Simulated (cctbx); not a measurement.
**Accept or mend?**

Cell a = 3.5230 Å, b = 15.4430 Å, c = 9.4920 Å, α = 90.00°, β = 90.00°, γ = 90.00°; space group Cmcm (no. 63). The compound is HoEr2ReB7.

The data are simulated with cctbx, not measured: Mo Kα, λ = 0.71073 Å, to d = 0.7 Å, 80 % of the full sphere, strongest reflection 40000 counts, noise from counting, a 2 % proportional error and a noise floor of 2 counts (s.d.); no absorption.

An anisotropic refinement with weights 1/σ² prints:

```text
Rint 0.020, 475 unique reflections to 0.70 A
cycle     R1     wR2    GooF  max shift (A)
   1  0.0211  0.0573   3.186   0.02746
   4  0.0215  0.0559   3.108   0.00021
final R1 0.0215 wR2 0.0559 GooF 3.108  parameters 30  data/parameter 15.8
atom        x        y        z      Ueq    occ   su(xyz)  su(Uiso or U11)
Re1    0.00000  0.05017  0.75000   0.0186  1.000  0.00004  0.0003
Er1    0.50000  0.39067  0.93428   0.0186  1.000  0.00005  0.0002
Ho1    0.00000  0.24451  0.75000   0.0166  1.000  0.00004  0.0003
B1     0.00000  0.45623  0.75000   0.0335  1.000  0.00141  0.0097
B2     0.50000  0.01826  0.60294   0.0386  1.000  0.00181  0.0084
B3     0.50000  0.13600  0.65777   0.0493  1.000  0.00235  0.0115
difference map: max 8.11 min -1.05 rms 0.41
Q1    0.0000  0.2685  0.0309    8    8.17  1.90 A from B3
Q2    0.0000  0.0645  0.7500    4    1.31  0.22 A from Re1
Q3    0.0000  0.0922  0.0821    8    0.82  0.31 A from Er1
Q4    0.0000  0.2302  0.7500    4    0.69  0.22 A from Ho1
Q5    0.0000  0.3798  0.1566    8    0.68  0.24 A from B3
Q6    0.0000  0.4887  0.0678    8    0.66  0.35 A from B2
```

Q: Accept it or mend it, and why?

Mend it. The fault: an atom left out, B at (1/2, 0.2303, 0.9678). Against the right model at the same level, R1 goes from 0.0070 to 0.0215 and GooF from 0.95 to 3.11 and the top difference peak, 8.2 e/Å³, lies 1.90 Å from B3. Q1 is the missing atom. With scattering power missing, scale and phases suffer, so peaks may also grow on the heavy atoms.

The compound is HoEr2ReB7. The right model at the same level gives:

```text
Rint 0.020, 475 unique reflections to 0.70 A
cycle     R1     wR2    GooF  max shift (A)
   1  0.0072  0.0174   0.975   0.00086
   2  0.0070  0.0170   0.951   0.00008
final R1 0.0070 wR2 0.0170 GooF 0.951  parameters 36  data/parameter 13.2
atom        x        y        z      Ueq    occ   su(xyz)  su(Uiso or U11)
Re1    0.00000  0.05021  0.75000   0.0189  1.000  0.00001  0.0001
Er1    0.50000  0.39070  0.93428   0.0189  1.000  0.00001  0.0001
Ho1    0.00000  0.24449  0.75000   0.0170  1.000  0.00001  0.0001
B1     0.00000  0.45426  0.75000   0.0369  1.000  0.00047  0.0034
B2     0.50000  0.01814  0.59988   0.0384  1.000  0.00057  0.0024
B3     0.50000  0.13499  0.65821   0.0462  1.000  0.00067  0.0031
B4     0.50000  0.23096  0.96797   0.0419  1.000  0.00065  0.0025
difference map: max 0.54 min -0.63 rms 0.13
Q1    0.0000  0.1967  0.1618    8    0.55  1.63 A from Er1
Q2    0.0000  0.3285  0.0098    8    0.53  0.94 A from B4
Q3    0.0000  0.3766  0.7500    4    0.47  1.20 A from B1
Q4    0.0000  0.2232  0.2500    4    0.46  1.83 A from Ho1
Q5    0.2160  0.0213  0.2500    8    0.45  1.07 A from B1
Q6    0.1932  0.0585  0.5841   16    0.41  1.26 A from B2
```

This is a model crystal, built by substitution and not relaxed, with assumed displacement parameters.

[Middle refinement cycles are left out of these outputs.]

[Logs are printed without paths, hosts, clocks, repeated set-up lines and the standing remarks that a program may print on its own settings, such as how far it seeks lower states.]
